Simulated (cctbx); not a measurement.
# Absolute structure of RbTmGa3

Space group I-4m2 (no. 119), a = 4.8300 Å, b = 4.8300 Å, c = 12.7300 Å, α = 90.00°, β = 90.00°, γ = 90.00°.

```
atom  mult.    x    y       z  Ueq (Å²)
 Tm1      2    0    0       0    0.0079
 Rb1      2  1/2    0     1/4    0.0111
 Ga1      2    0  1/2     1/4    0.0121
 Ga2      4    0    0  0.3865    0.0192
```

This is a model crystal, built by substitution and not relaxed, with assumed displacement parameters.

Data sets are simulated with cctbx and refined with Bijvoet mates kept apart; Flack x is then fitted as the share of an inverted twin with the atoms fixed, Hooft y from the Bijvoet differences. The group is acentric but holds improper operations, so there is an absolute structure (orientation) and no hand.

Untwinned crystal. What Flack and Hooft values should come out?

```csv
λ (Å),extinction (unmodelled),d min (Å),top counts,error (%),model,R1,Flack x,s.u.,Hooft y,s.u.,pairs
0.71073,0.3,0.77,70000,2,as given,0.0093,0.00,0.02,0.015,0.013,86
0.71073,0.3,0.77,70000,2,inverted,0.0253,1.03,0.03,1.003,0.014,86
1.54184,0,0.83,40000,6,as given,0.0125,-0.05,0.04,-0.043,0.050,69
```

With Mo Kα, x is within 3 s.u. of 0, so the absolute structure is right. With Cu Kα, x is within 3 s.u. of 0, so the absolute structure is right. Inverting the model turns x into about 1 − x.

A further crystal gives:

| λ (Å) | extinction (unmodelled) | d min (Å) | top counts | error (%) | model | R1 | Flack x | s.u. | Hooft y | s.u. | pairs |
| --- | --- | --- | --- | --- | --- | --- | --- | --- | --- | --- | --- |
| 0.6889 | 0.3 | 0.75 | 20000 | 6 | as given | 0.0200 | 0.57 | 0.05 | 0.552 | 0.037 | 96 |

**Question.** What is it?

It was simulated as an inversion twin with a fraction 0.5 of the inverted domain. Flack x is over 3 s.u. from both 0 and 1 and reads that fraction.

[Logs are printed without paths, hosts, clocks, repeated set-up lines and the standing remarks that a program may print on its own settings, such as how far it seeks lower states.]
